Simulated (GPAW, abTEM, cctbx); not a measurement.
## RbSc2P2: the scripts behind a bonding study

Short scripts, each with its output. The start was made by putting kin elements into a known structure type; the compound need not exist, or be stable, in this form.

## Step 1: Build the all-electron density and subtract free atoms

```text
cell
1.0
     0.000000000   -4.613555560    0.000000000
     4.613555560    0.000000000    0.000000000
    -2.306777780    2.306777780    6.998863760
Rb Sc P
1 2 2
Direct
0.000000000 0.000000000 0.000000000
0.250000000 0.750000000 0.500000000
0.750000000 0.250000000 0.500000000
0.665595270 0.665595270 0.331190540
0.334404730 0.334404730 0.668809460
```

```python
import numpy as np
from ase.io import read
from ase.units import Bohr
from gpaw import GPAW, PW, FermiDirac
from gpaw.calculator import GPAW as OldGPAW
from gpaw.mpi import serial_comm, world
from scipy.special import erfc
from scipy.spatial import cKDTree

atoms = read("cell.vasp")
atoms.calc = GPAW(mode=PW(450), xc="PBE", kpts={"size": (5, 5, 5), "gamma": True},
                 occupations=FermiDirac(0.1), maxiter=120, symmetry={"tolerance": 1e-5}, txt="scf.txt")
atoms.get_potential_energy()
rho = atoms.calc.get_all_electron_density(gridrefinement=2)
moments = atoms.get_magnetic_moments() if atoms.calc.get_number_of_spins() == 2 else np.zeros(len(atoms))
total = atoms.get_magnetic_moment() if moments.any() else 0.0
if world.rank == 0:
    free = OldGPAW(mode=PW(450), xc="PBE", txt=None, communicator=serial_comm)
    neutral = atoms.copy()
    neutral.set_initial_magnetic_moments(None)
    free.initialize(neutral)
    free.set_positions(neutral)
    drho = rho - free.get_all_electron_density(gridrefinement=2)
    # GPAW starts from confined atoms: exchange their smooth part for that of the datasets' free atoms
    h = np.stack(np.meshgrid(*[np.fft.fftfreq(n, 1 / n) for n in drho.shape], indexing="ij"), -1)
    gabs = np.linalg.norm(h @ atoms.cell.reciprocal(), axis=-1)
    tails = np.fft.fftn(free.get_pseudo_density(gridrefinement=2))
    g, form, v0 = np.linspace(0, gabs.max(), 1500), {}, 0
    for e in set(atoms.symbols):
        idx = atoms.symbols.search(e)
        d = free.setups[idx[0]].data
        r, w = d.rgd.r_g * Bohr, d.rgd.r_g**2 * d.rgd.dr_g
        j0 = np.sinc(2 * g[:, None] * r)
        smooth = sum(f * p**2 for f, p in zip(d.f_j, d.phit_jg)) + np.sqrt(4 * np.pi) * d.nct_g
        full = sum(f * p**2 for f, p in zip(d.f_j, d.phi_jg)) + np.sqrt(4 * np.pi) * d.nc_g
        phase = sum(np.exp(-2j * np.pi * h @ s) for s in atoms.get_scaled_positions()[idx])
        tails -= np.interp(gabs, g, j0 @ (smooth * w)) * phase * drho.size / atoms.get_volume()
        form[e] = j0 @ (full * w)
        v0 += 2 * np.pi / 3 * 14.3996 * (full * w * r**2).sum() * len(idx)  # V A^3
    tails *= 0.5 * erfc((gabs - 1.8) / 0.25)  # the tails differ at long wavelengths alone
    drho += np.fft.ifftn(tails).real  # crystal minus superposed spherical free atoms
    np.save("drho.npy", drho)
    dv = atoms.get_volume() / drho.size
    print("grid", drho.shape, " electrons %.3f" % (rho.sum() * dv), " moved by bonding %.3f e" % (abs(drho).sum() * dv / 2))
    pts = np.indices(drho.shape).reshape(3, -1).T / drho.shape @ atoms.cell
    shifts = (np.indices((3, 3, 3)).reshape(3, -1).T - 1) @ atoms.cell
    images = (atoms.positions[None] + shifts[:, None]).reshape(-1, 3)
    dist, idx = cKDTree(images).query(pts, k=4)
    out = drho.ravel()[dist[:, 0] > 0.5]
    print("deformation density beyond 0.5 A of the nuclei: max %.3f, min %.3f e/A^3" % (out.max(), out.min()))
    tie = dist < dist[:, :1] + 1e-4
    q = -np.bincount((idx % len(atoms))[tie], (drho.ravel()[:, None] / tie.sum(1, keepdims=True) * tie)[tie], len(atoms)) * dv
    print("atom        x       y       z   Voronoi charge  moment")
    for a, s, c, m in zip(atoms, atoms.get_scaled_positions(), q, moments):
        print("%-2s%-3d %7.4f %7.4f %7.4f %10.3f %10.2f" % (a.symbol, a.index + 1, *s, c, m))
    np.savez("free.npz", g=g, **form)
    print("mean inner potential of superposed free atoms %.3f V" % (v0 / atoms.get_volume()))
    print("total magnetic moment %.3f muB" % total)
```

```console
$ OMP_NUM_THREADS=1 mpirun -n 4 gpaw python run.py > gpaw.log
```

```text
gpts.py:43: UserWarning: Initial realspace grid (24,24,40) inconsistent with symmetries.
gpts.py:43: UserWarning: Initial realspace grid (24,24,40) inconsistent with symmetries.
gpts.py:43: UserWarning: Initial realspace grid (24,24,40) inconsistent with symmetries.
gpts.py:43: UserWarning: Initial realspace grid (24,24,40) inconsistent with symmetries.
gpts.py:70: UserWarning: Using symmetrized grid: (40,40,40).
gpts.py:70: UserWarning: Using symmetrized grid: (40,40,40).
gpts.py:70: UserWarning: Using symmetrized grid: (40,40,40).
gpts.py:70: UserWarning: Using symmetrized grid: (40,40,40).
grid (80, 80, 80)  electrons 109.000  moved by bonding 1.281 e
deformation density beyond 0.5 A of the nuclei: max 0.117, min -0.132 e/A^3
atom        x       y       z   Voronoi charge  moment
Rb1    0.0000  0.0000  0.0000      0.390       0.00
Sc2    0.2500  0.7500  0.5000      0.242       0.00
Sc3    0.7500  0.2500  0.5000      0.242       0.00
P 4    0.6656  0.6656  0.3312     -0.437       0.00
P 5    0.3344  0.3344  0.6688     -0.437       0.00
mean inner potential of superposed free atoms 12.800 V
total magnetic moment 0.000 muB
```

Time: 26 s on 4 cores of Intel(R) Xeon(R) Platinum 8488C (Sapphire Rapids) (shared host), peak memory 1.4 GiB.

## Step 2: Fourier-transform the difference

```python
from cctbx import adptbx, crystal, miller, xray
from cctbx.eltbx import tiny_pse
import numpy as np

cs = crystal.symmetry(unit_cell=(4.6136, 4.6136, 13.9977, 90, 90, 90), space_group_symbol='Hall: -I 4 2')  # I4/mmm
atoms = [  # label, site, U (iso, or U11 U22 U33 U12 U13 U23 in A^2), occupancy
    ("Rb1", (0, 0, 0), 0.0000, 1),
    ("Sc1", (0.5, 0, 0.25), 0.0000, 1),
    ("P1", (0.5, 0.5, 0.1656), 0.0000, 1),
]
xs = xray.structure(crystal_symmetry=cs)
for label, site, u, occ in atoms:
    u = adptbx.u_cif_as_u_star(cs.unit_cell(), u) if isinstance(u, tuple) else u
    xs.add_scatterer(xray.scatterer(label, site=site, u=u, occupancy=occ))
xs.scattering_type_registry(table="wk1995")
drho = np.load("drho.npy")
T = np.array([[0, 1, 0], [-1, 0, 0], [1, 1, 2]])  # conventional axes in terms of the primitive ones
dF = np.fft.ifftn(drho) * 297.94016  # electrons a conventional cell, indexed by primitive hkl
ms = miller.build_set(cs, anomalous_flag=False, d_min=0.9).sort("resolution")
iam = ms.structure_factors_from_scatterers(xs, algorithm="direct").f_calc()
p1 = xs.expand_to_p1()
z = np.array([tiny_pse.table(sc.scattering_type).atomic_number() for sc in p1.scatterers()])
x = np.array(p1.sites_frac())
free = np.load("free.npz")
print("static structure factors of the conventional cell: F in electrons, V (Mott-Bethe) in volts")
print("   h  k  l      d  |F| table  |F| free   |F| DFT   change   |V| free  |V| DFT  change %")
for h, d, table in list(zip(ms.indices(), ms.d_spacings().data(), iam.data()))[:16]:
    df = dF[tuple(np.rint(np.linalg.solve(T, h)).astype(int))]
    phase = np.exp(2j * np.pi * x @ h)
    f = sum(np.interp(1 / d, free["g"], free[sc.scattering_type]) * p for sc, p in zip(p1.scatterers(), phase))
    fz = (z * phase).sum()
    c = 14.3996 * d * d / (np.pi * cs.unit_cell().volume())
    v0, v1 = abs(fz - f) * c, abs(fz - f - df) * c
    print("%4d%3d%3d %7.4f %9.3f %9.3f %9.3f %8.3f %9.3f %8.3f %8s" % (h + (d, abs(table), abs(f), abs(f + df), abs(f + df) - abs(f), v0, v1, "%.1f" % (100 * (v1 / v0 - 1)) if v0 > 0.02 else "-")))
```

```console
$ python run.py
```

```text
static structure factors of the conventional cell: F in electrons, V (Mott-Bethe) in volts
   h  k  l      d  |F| table  |F| free   |F| DFT   change   |V| free  |V| DFT  change %
   0  0  2  6.9989    34.648    34.740    35.884    1.143     3.437    2.575    -25.1
   1  0  1  4.3817    40.876    40.900    40.225   -0.674     0.813    1.012     24.5
   0  0  4  3.4994   106.754   106.709   106.986    0.277     3.751    3.699     -1.4
   1  0  3  3.2806   109.371   109.460   110.457    0.997     4.061    3.896     -4.1
   1  1  0  3.2623    43.032    43.177    44.169    0.992     1.117    0.955    -14.5
   1  1  2  2.9569   104.134   103.993   103.558   -0.435     3.323    3.381      1.8
   1  0  5  2.3934    38.846    38.820    38.346   -0.474     0.611    0.653      6.8
   1  1  4  2.3862    22.741    22.650    22.436   -0.214     1.641    1.660      1.1
   0  0  6  2.3330    38.553    38.767    38.430   -0.337     0.936    0.965      3.0
   2  0  0  2.3068   155.669   155.648   154.785   -0.864     5.104    5.175      1.4
   2  0  2  2.1909    20.152    20.068    19.671   -0.397     1.420    1.450      2.1
   2  1  1  2.0412    35.659    35.646    36.046    0.400     0.513    0.488     -5.0
   2  0  4  1.9260    88.174    88.107    88.418    0.311     2.198    2.180     -0.8
   1  1  6  1.8976   143.073   143.082   143.125    0.043     4.148    4.145     -0.1
   2  1  3  1.8870    89.410    89.472    88.832   -0.640     2.438    2.474      1.4
   1  0  7  1.8347    33.045    33.039    33.334    0.294     0.443    0.428     -3.4
```

Time: 0.27 s on 1 core of Intel(R) Xeon(R) Platinum 8488C (Sapphire Rapids) (shared host), peak memory 0.09 GiB.

## Step 3: Propagate a plane wave with and without the bonding term

```python
import abtem
import numpy as np
from ase.build import make_supercell
from ase.io import read

abtem.config.set({"dask.lazy": False, "fft": "fftw", "diagnostics.progress_bar": False})
M = [[-1, 0, 0], [1, 1, 2], [0, 1, 0]]  # rows: x, y and beam direction in the primitive cell's axes
unit = make_supercell(read("cell.vasp"), M)
unit.set_cell(list(unit.cell.lengths()) + [90, 90, 90], scale_atoms=True)
unit.positions[:, 2] += 0.5767  # keeps atomic planes off the slice boundaries
unit.wrap()
slab = unit * (1, 1, 132)
print(slab.get_chemical_formula(), "| box %.2f x %.2f x %.2f A" % tuple(slab.cell.lengths()))

# change of the potential by bonding, from the DFT deformation density (Poisson's equation term by term)
drho = np.load("drho.npy")
prim = read("cell.vasp")
h = np.stack(np.meshgrid(*[np.fft.fftfreq(n, 1 / n) for n in drho.shape], indexing="ij"), -1).reshape(-1, 3).astype(int)
g2 = ((h @ prim.cell.reciprocal()) ** 2).sum(1)
keep = (g2 > 0) & (g2 < 2.5**2)
shape = (132, 400, 28)
vg = np.zeros(shape, complex)
hm = h[keep] @ np.array(M).T
move = np.exp(-2j * np.pi * hm[:, 2] * (0.5767 / unit.cell[2, 2] - 0.5 / shape[2]))  # the same shift, sampled at mid-points
vg[tuple(hm.T % np.array(shape)[:, None])] = -14.3996 / np.pi * (np.fft.fftn(drho).ravel() / drho.size)[keep] / g2[keep] * move
dV = np.fft.ifftn(vg).real * vg.size
dV = dV.reshape(132, 400, 4, 7).mean(3) * unit.cell[2, 2] / 4  # V A, projected in each slice
dV = np.tile(dV.transpose(2, 0, 1), (132, 1, 1))


def build(atoms):
    p = abtem.Potential(atoms, gpts=(132, 400), slice_thickness=[slab.cell[2, 2] / 528] * 528,
                        parametrization="lobato", projection="infinite", exit_planes=44).build()
    p.array[:] += BONDING * dV
    return p


def potentials():
    yield build(slab)  # atoms at rest


for label, BONDING in (("IAM", 0.0), ("DFT", 1.0)):
    print("=====", label)
    potential = build(slab)
    print("grid", potential.gpts, "slices", potential.num_slices)
    thickness = potential.exit_thicknesses
    wave = abtem.PlaneWave(energy=300000)
    dp = np.mean([wave.multislice(p).diffraction_patterns(max_angle="valid").array for p in potentials()], axis=0)
    hkl = [(0, 0, 0), (0, 0, 2), (0, 1, 1), (0, 1, 3), (0, 2, 0), (0, 2, 2), (0, 3, 1)]
    nx, ny = dp.shape[-2:]
    print("intensity of each beam, fraction of the incident wave")
    print("  t (A)" + "".join("%9s" % " ".join(map(str, h)) for h in hkl) + "  diffuse    total")
    grid = np.zeros((nx, ny), bool)
    grid[nx // 2 % 1::1, ny // 2 % 1::1] = True
    for t, a in list(zip(thickness, dp))[1:]:
        idx = [np.rint(np.array(M) @ np.linalg.solve([[0, 1, 0], [-1, 0, 0], [1, 1, 2]], h)).astype(int) for h in hkl]
        print("%7.1f" % t + "".join("%9.5f" % a[nx // 2 + i[0] * 1, ny // 2 + i[1] * 1] for i in idx) + "%9.4f%9.4f" % (a[~grid].sum(), a.sum()))
```

```console
$ python run.py
```

```text
P528Rb264Sc528 | box 4.61 x 14.00 x 608.99 A
===== IAM
grid (132, 400) slices 528
intensity of each beam, fraction of the incident wave
  t (A)    0 0 0    0 0 2    0 1 1    0 1 3    0 2 0    0 2 2    0 3 1  diffuse    total
   50.7  0.70435  0.01615  0.00038  0.01207  0.02205  0.00385  0.00040   0.0000   0.9983
  101.5  0.44663  0.04655  0.00391  0.01951  0.04037  0.01678  0.00101   0.0000   0.9950
  152.2  0.46426  0.02157  0.00922  0.02994  0.03479  0.01102  0.00011   0.0000   0.9928
  203.0  0.57578  0.00281  0.00976  0.02569  0.01937  0.00069  0.00001   0.0000   0.9896
  253.7  0.56499  0.01792  0.01591  0.00818  0.01851  0.00614  0.00021   0.0000   0.9880
  304.5  0.50576  0.01489  0.00815  0.00260  0.02603  0.00672  0.00059   0.0000   0.9855
  355.2  0.64677  0.00355  0.00498  0.00034  0.00739  0.00303  0.00054   0.0000   0.9829
  406.0  0.60395  0.01360  0.00732  0.00388  0.01311  0.00031  0.00088   0.0000   0.9814
  456.7  0.37647  0.04923  0.01951  0.01090  0.03717  0.00954  0.00051   0.0000   0.9786
  507.5  0.24235  0.03541  0.03212  0.02169  0.04380  0.01208  0.00013   0.0000   0.9767
  558.2  0.37772  0.00388  0.02754  0.03278  0.01963  0.00437  0.00050   0.0000   0.9731
  609.0  0.55203  0.00844  0.02129  0.02373  0.00121  0.00043  0.00073   0.0000   0.9713
===== DFT
grid (132, 400) slices 528
intensity of each beam, fraction of the incident wave
  t (A)    0 0 0    0 0 2    0 1 1    0 1 3    0 2 0    0 2 2    0 3 1  diffuse    total
   50.7  0.71772  0.01127  0.00041  0.01094  0.02191  0.00431  0.00049   0.0000   0.9983
  101.5  0.46231  0.04272  0.00347  0.01835  0.03883  0.01766  0.00121   0.0000   0.9950
  152.2  0.43629  0.03318  0.00886  0.03363  0.03536  0.00913  0.00011   0.0000   0.9928
  203.0  0.54951  0.00598  0.01182  0.03084  0.01638  0.00096  0.00015   0.0000   0.9895
  253.7  0.54832  0.00997  0.02178  0.01349  0.01563  0.00552  0.00009   0.0000   0.9879
  304.5  0.46821  0.02005  0.01372  0.00640  0.02071  0.00661  0.00050   0.0000   0.9853
  355.2  0.59132  0.02447  0.01101  0.00003  0.00477  0.00223  0.00071   0.0000   0.9826
  406.0  0.61799  0.00462  0.00836  0.00457  0.00652  0.00183  0.00206   0.0000   0.9809
  456.7  0.47671  0.00868  0.02004  0.01108  0.02431  0.01224  0.00156   0.0000   0.9779
  507.5  0.25014  0.03746  0.03570  0.02235  0.03780  0.00952  0.00027   0.0000   0.9760
  558.2  0.24326  0.05022  0.04329  0.02557  0.01879  0.00167  0.00009   0.0000   0.9722
  609.0  0.40955  0.03390  0.04421  0.01749  0.00159  0.00092  0.00033   0.0000   0.9703
```

Time: 11 s.

[Outputs are excerpts: Python notices, other lines and further rows are left out; steps that failed or that the build refused (PBEsol, TPSS) are not shown.]

[Logs are printed without paths, hosts, clocks, repeated set-up lines and the standing remarks that a program may print on its own settings, such as how far it seeks lower states.]
